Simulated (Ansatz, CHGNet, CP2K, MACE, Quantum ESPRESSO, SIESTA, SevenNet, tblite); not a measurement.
## Running MgF2(100) slab (72 atoms) with tblite

Wanted: tblite inputs and outputs for MgF2(100) slab (72 atoms), checked against a plane-wave reference.

Program: tblite 0.8.0. Level of theory: the method is named at each step. Results are calculated unless marked as measured.

## Step 1: The starting structure

The cell holds 72 atoms: 24 Mg and 48 F. Cell: a = 9.156 Å, b = 9.242 Å, c = 18.752 Å, α = 90.0°, β = 90.0°, γ = 90.0°. It derives from MgF2 (rutile). Rutile MgF2 (cell 4.621, 4.621, 3.052, 90, 90, 90), (100) slab of 2 repeat layers, 3 x 2 surface cells, 10 Å of vacuum; atoms within 2.77 Å of the bottom held; every coordinate displaced by a Gaussian of 0.07 Å. Then every atom was moved at random, 0.05 Å r.m.s. a Cartesian component. Vacuum lies along c.

The yardstick, on the same geometry:

* method: Kohn-Sham DFT, PBE, SSSP efficiency 1.3.0 pseudopotentials, plane waves (Quantum ESPRESSO 7.5); sssp-pbe-1.3.0-efficiency, cutoffs 60/480 Ry, Γ point
* r.m.s. force component: 1.411 eV/Å
* longest force: 6.841 eV/Å
* gap (highest filled to lowest empty level): 4.296 eV
* time: 3.1 min on 4 MPI ranks of Arm Neoverse V2, shared host
* CPU time: 12 min

## Step 2: IPEA1-xTB

Method: IPEA1-xTB tight binding, diagonalisation.

Input file run.py:

```python
import numpy as np
from ase.io import read
from tblite.ase import TBLite

atoms = read("structure.xyz")
atoms.calc = TBLite(method="IPEA1-xTB", electronic_temperature=580, accuracy=1.0, max_iterations=250, mixer_damping=0.4, verbosity=1)
energy = atoms.get_potential_energy()
forces = atoms.get_forces()
print(f"energy {energy:.6f} eV")
print("forces (eV/A)")
for i, (a, f) in enumerate(zip(atoms, forces)):
    print(f"{i:4d} {a.symbol:2s} {f[0]:10.5f} {f[1]:10.5f} {f[2]:10.5f}")
print("charges (e)")
print(np.array2string(atoms.get_charges(), precision=4, suppress_small=True, max_line_width=110, threshold=100000))
```

Input file structure.xyz:

```xyz
72
Lattice="9.15600 0.00000 0.00000 0.00000 9.24200 0.00000 0.00000 0.00000 18.75217" Properties=species:S:1:pos:R:3 pbc="T T T"
Mg 0.07673 4.60594 5.85461
Mg 1.61567 2.41789 8.15682
F 0.05603 3.22028 7.24940
F 0.07499 1.39785 8.90559
F 1.55048 0.83834 6.73747
F 1.47512 3.64227 5.03683
Mg 0.07316 4.51980 10.36601
Mg 1.52164 2.29442 12.81430
F 0.06080 3.21270 11.92338
F 9.13421 1.38658 13.69227
F 1.56211 0.89361 11.36194
F 1.51669 3.89985 9.70894
Mg 3.02111 4.63948 5.92381
Mg 4.62268 2.33823 8.10563
F 3.03045 3.22306 7.32422
F 3.08658 1.41957 9.08618
F 4.68851 0.94509 6.78454
F 4.62341 3.77489 5.18535
Mg 3.18107 4.70704 10.63942
Mg 4.75306 2.41641 12.74660
F 3.04410 3.28673 11.84800
F 3.06644 1.39748 13.70577
F 4.50658 1.05470 11.53221
F 4.56994 3.72758 9.68531
Mg 5.91972 4.67775 5.95963
Mg 7.60763 2.28019 8.39572
F 6.09259 3.21557 7.20271
F 6.15530 1.32817 9.22776
F 7.76136 0.94324 6.95012
F 7.56643 3.73321 4.84650
Mg 6.15439 4.57756 10.57510
Mg 7.56038 2.31780 12.91199
F 6.08370 3.17028 11.82343
F 6.08435 1.37928 13.64764
F 7.61440 0.92586 11.44689
F 7.51140 3.70484 9.63749
Mg 9.15243 9.08747 6.01063
Mg 1.48025 7.03141 8.29802
F 9.13705 7.84526 7.43580
F 9.15179 5.98373 9.04736
F 1.50296 5.57736 6.83760
F 1.53097 8.33499 4.98976
Mg 9.08074 9.20170 10.57379
Mg 1.50213 6.82956 12.83342
F 0.03974 7.57419 12.01339
F 9.14813 6.04150 13.80235
F 1.58390 5.38541 11.35256
F 1.26426 8.25495 9.63224
Mg 3.04428 0.06811 5.98119
Mg 4.45302 6.86403 8.20970
F 3.09949 7.77539 7.45324
F 3.10205 6.07329 9.03067
F 4.59173 5.43411 6.77310
F 4.57534 8.42039 4.97701
Mg 3.01443 9.07398 10.56797
Mg 4.71369 6.87605 12.92925
[... 12 atom lines left out ...]
F 6.17929 7.95200 12.04564
F 6.13983 6.09695 13.62551
F 7.44099 5.42182 11.26612
F 7.63693 8.34922 9.70462
```

The run is started by

```bash
$ OMP_NUM_THREADS=1 python run.py > output.txt
```

The program printed:

```text
------------------------------------------------------------
  cycle        total energy    energy error   density error
------------------------------------------------------------
      1     -280.5147226066  -2.8050966E+02   8.3260893E-01
      2     -284.5466072823  -4.0318847E+00   4.3190314E-01
      3     -284.4466024019   1.0000488E-01   1.2100039E-01
      4     -284.4148230637   3.1779338E-02   8.6130230E-02
      5     -284.6530654971  -2.3824243E-01   2.6346757E-02
      6     -284.6713839810  -1.8318484E-02   1.0769604E-02
      7     -284.6735187820  -2.1348010E-03   5.1790430E-03
      8     -284.6741322573  -6.1347536E-04   2.0314504E-03
      9     -284.6741982364  -6.5979047E-05   9.1784861E-04
     10     -284.6742106419  -1.2405555E-05   3.5803484E-04
     11     -284.6742143570  -3.7151029E-06   4.5780260E-05
     12     -284.6742144272  -7.0188321E-08   1.4893133E-05
------------------------------------------------------------
 total:                                   2.083 sec
energy -7746.379940 eV
forces (eV/A)
   0 Mg   -0.85206   -0.89662   -0.68951
   1 Mg   -0.29871   -0.01595    0.13585
   2 F    -0.19981   -0.42496    2.39773
   3 F    -0.05192   -0.67765    2.15239
   4 F    -0.25347    1.32091    2.71659
   5 F     0.27320    0.72827    0.67965
   6 Mg   -1.10977   -0.07353    0.50585
   7 Mg   -0.00025   -0.87141    0.40315
   8 F    -0.08533    1.26715   -2.39022
   9 F     0.01996    0.46821   -0.73768
  10 F    -0.13917   -0.45539   -2.36847
  11 F     1.53101   -1.15859   -2.47123
  12 Mg   -0.40563   -0.77712   -0.44144
  13 Mg   -0.00981   -0.01213    0.10975
  14 F     0.12835   -0.26876    2.27202
  15 F     0.03296   -0.28254    1.34421
  16 F    -0.30449    1.04396    2.60744
  17 F    -0.79926   -0.46801   -0.63404
  18 Mg   -0.51769   -0.21530   -0.42510
  19 Mg   -1.38274   -0.66931    0.76137
  20 F     0.06697    0.96062   -2.29958
  21 F    -0.23144    0.85002   -0.96344
  22 F     0.10983   -1.23844   -3.55270
  23 F     0.08765    0.19265   -1.27714
[...]
64 F    -0.24476    0.93434    2.38845
  65 F    -0.37235    0.73621    1.23379
  66 Mg   -0.67134   -0.21694    0.29255
  67 Mg   -0.49182   -0.95934    0.25550
  68 F    -0.09688    1.25420   -2.68978
  69 F     0.19912   -0.12080   -0.25739
  70 F     0.97275    0.53084   -1.22147
  71 F     0.01553   -0.21897   -1.46738
charges (e)
[ 0.6204  0.5432 -0.2572 -0.1926 -0.3036 -0.4167  0.5418  0.6156 -0.3042 -0.4209 -0.2529 -0.198   0.6371
  0.5404 -0.2602 -0.1933 -0.3028 -0.4216  0.551   0.6212 -0.2829 -0.43   -0.2549 -0.1874  0.6348  0.5305
 -0.2614 -0.1825 -0.2773 -0.4462  0.5519  0.6242 -0.2951 -0.4171 -0.2669 -0.19    0.63    0.5479 -0.2395
 -0.1852 -0.2971 -0.4434  0.5462  0.6238 -0.3256 -0.4311 -0.2569 -0.1968  0.6214  0.5455 -0.2541 -0.1918
 -0.3195 -0.4303  0.5395  0.6147 -0.2821 -0.4238 -0.2439 -0.1869  0.6163  0.5393 -0.2487 -0.1788 -0.2896
 -0.4264  0.5408  0.6371 -0.3101 -0.4092 -0.2374 -0.1905]
```

Wall time 2.6 s (1 thread of Arm Neoverse V2, shared host); peak memory 0.12 GiB.

Banners, paths, timers and routine set-up lines are dropped from the logs unmarked, and long logs keep their key lines alone; longer cuts are marked.

Compared with the plane-wave run:

```
r.m.s. force component                  : 1.107 eV/Å
r.m.s. difference of force components   : 1371 meV/Å
longest difference of force vectors     : 6448 meV/Å
force difference over r.m.s. force      : 97.16 %
slope of forces against the reference's : 0.336
correlation of force components         : 0.4281
```

Length of the force difference by element (eV/Å):

```tsv
element	atoms	mean	most
F	48	2.2	6.4
Mg	24	1.8	4.3
```

A closer look about F23, which bears the longest force among the free atoms: 14 atoms, nearest first, numbered in the order of the input, with positions taken from that point.

```tsv
atom	x	y	z	distance (Å)	bonds	Mulliken charge (e)	Fx	Fy	Fz (eV/Å)
F23	0.00	0.00	0.00	0.00	3	-0.25	0.11	-1.24	-3.55
Mg20	0.25	1.36	1.21	1.84	5	0.62	-1.38	-0.67	0.76
Mg55	-1.49	-1.22	-0.96	2.16	6	0.54	0.17	1.29	-1.47
Mg67	1.68	-1.17	-0.98	2.27	6	0.54	-0.67	-0.22	0.29
F22	-1.44	0.34	2.17	2.63	2	-0.43	-0.23	0.85	-0.96
F33	1.58	2.12	0.29	2.65	3	-0.30	0.37	1.56	-2.59
F34	1.58	0.32	2.12	2.66	2	-0.42	0.16	0.60	-0.42
F21	-1.46	2.23	0.32	2.69	3	-0.28	0.07	0.96	-2.30
F57	-1.45	-2.33	0.23	2.75	3	-0.28	-0.02	-0.97	-0.27
F60	0.05	-1.98	-1.95	2.78	3	-0.19	0.38	0.30	-0.49
F28	1.65	0.27	-2.30	2.85	3	-0.18	-0.13	-0.21	0.58
F16	-1.42	0.36	-2.45	2.85	3	-0.19	0.03	-0.28	1.34
F69	1.67	-2.34	0.51	2.93	3	-0.31	-0.10	1.25	-2.69
F11	-2.94	-0.16	-0.17	2.95	3	-0.25	-0.14	-0.46	-2.37
```

Atoms are counted from 1 here, from 0 in the log.

Forces lie 97 % from the reference's, at 0.0035 times its CPU time (on 1 against 4 cores).

## Step 3: GFN1-xTB

Method: GFN1-xTB tight binding, diagonalisation.

run.py: that of step 2 with these lines changed.

```diff
@@ -5,3 +5,3 @@
 atoms = read("structure.xyz")
-atoms.calc = TBLite(method="IPEA1-xTB", electronic_temperature=580, accuracy=1.0, max_iterations=250, mixer_damping=0.4, verbosity=1)
+atoms.calc = TBLite(method="GFN1-xTB", electronic_temperature=580, accuracy=1.0, max_iterations=250, mixer_damping=0.4, verbosity=1)
 energy = atoms.get_potential_energy()
```

structure.xyz is that of step 2.

The program printed:

```text
------------------------------------------------------------
  cycle        total energy    energy error   density error
------------------------------------------------------------
      1     -260.8760952602  -2.6084150E+02   1.0109523E+00
      2     -265.7172250013  -4.8411297E+00   4.9071077E-01
      3     -259.9082334555   5.8089915E+00   3.6531694E-01
      4     -265.9717844252  -6.0635510E+00   1.3101607E-01
      5     -265.3634602767   6.0832415E-01   2.6930199E-01
      6     -266.2828765683  -9.1941629E-01   8.0476602E-02
[...]
20     -266.3862170050  -1.8857232E-06   5.7364551E-05
     21     -266.3862170035   1.4490524E-09   7.7882263E-05
     22     -266.3862171617  -1.5817938E-07   1.5191670E-05
------------------------------------------------------------
 total:                                   1.554 sec
energy -7248.738187 eV
forces (eV/A)
   0 Mg   -0.77554   -0.84273    0.37023
   1 Mg   -0.56081   -0.27494    0.26791
   2 F     0.00791    0.29452    0.20671
   3 F     0.09907   -0.02950    0.95665
   4 F     0.08117    0.48434    0.17715
   5 F     0.44280    0.70122    0.14043
[...]
69 F     0.44437   -0.03300    0.40829
  70 F     1.58805    1.14474    1.42835
  71 F     0.15291   -0.34175   -0.13004
charges (e)
[ 0.843   0.894  -0.4369 -0.4442 -0.4246 -0.4271  0.9131  0.8443 -0.4285 -0.4373 -0.4345 -0.4507  0.8471
  0.8887 -0.4404 -0.441  -0.4254 -0.437   0.927   0.8553 -0.4311 -0.4346 -0.433  -0.4543  0.8725  0.8969
 -0.4377 -0.4422 -0.4235 -0.4313  0.9396  0.8336 -0.4372 -0.4314 -0.4436 -0.4545  0.8682  0.9175 -0.447
 -0.4493 -0.43   -0.4431  0.8855  0.8417 -0.4254 -0.4313 -0.444  -0.4497  0.8425  0.9101 -0.4537 -0.4614
 -0.4419 -0.4329  0.9077  0.8357 -0.4382 -0.4243 -0.4537 -0.444   0.8401  0.9084 -0.4414 -0.4555 -0.4346
 -0.4387  0.9032  0.8575 -0.4203 -0.4245 -0.4619 -0.4443]
```

Run time: 2.1 s. Hardware: 1 thread; peak memory 0.12 GiB.

Against the reference:

| Quantity | Value |
| --- | --- |
| r.m.s. force component | 0.6559 eV/Å |
| r.m.s. difference of force components | 808 meV/Å |
| longest difference of force vectors | 3646 meV/Å |
| force difference over r.m.s. force | 57.28 % |
| slope of forces against the reference's | 0.444 |
| correlation of force components | 0.9551 |

Against the first run (97 %), the force difference from the reference is 57 %, at 0.80 times the CPU time (22 SCF steps against 12).

## Step 4: All runs compared

Differences are against the plane-wave reference, forces as r.m.s. over components; share is that over the reference's r.m.s. force, slope the least-squares factor from reference forces to these. Total energies of different programs have different zeros and aren't compared.

```tsv
run	Δ force, r.m.s. (meV/Å)	share (%)	slope	cores	CPU time	memory (GiB)
reference	-	-	-	4	12 min	3.7
tblite IPEA1-xTB	1371	97.2	0.336	1	2.6 s	0.12
tblite GFN1-xTB	808	57.3	0.444	1	2.1 s	0.12
```

CPU time is summed over cores on a shared host, where runs went side by side, so it is rough. Symmetry, cutoffs, thresholds, outputs and thread counts weren't matched or tuned between programs; memory under MPI is the largest rank's times the ranks.

## Step 5: What came out

| Quantity | Value |
| --- | --- |
| nearest in forces | tblite GFN1-xTB, 57 % |
| its CPU time | 2.1 s |

In words: Tight binding differs by 57 % (tblite GFN1-xTB) to 97 % (tblite IPEA1-xTB); it is another model, with fitted parameters of its own, and the xTB methods hold dispersion. IPEA1-xTB was fitted to ionisation energies and electron affinities, not to forces or charges. Of the electronic-structure runs that take under half the reference's CPU time, tblite GFN1-xTB comes nearest, at 57 % in 2.1 s against 12 min. Periodic xTB results under one method name differ between programs and library versions. The electronic-structure runs sample only Γ, in a cell whose shortest periodic width is 9 Å.

[Also dropped from logs without a mark: logging warnings of Python, and SIESTA's first energy breakdown and zero terms.]

[Logs are printed without paths, hosts, clocks, repeated set-up lines and the standing remarks that a program may print on its own settings, such as how far it seeks lower states.]

[Hosts, paths, dates, database ids (printed as entryN), source tags and the programs' standing remarks are cut or masked in the printed files.]
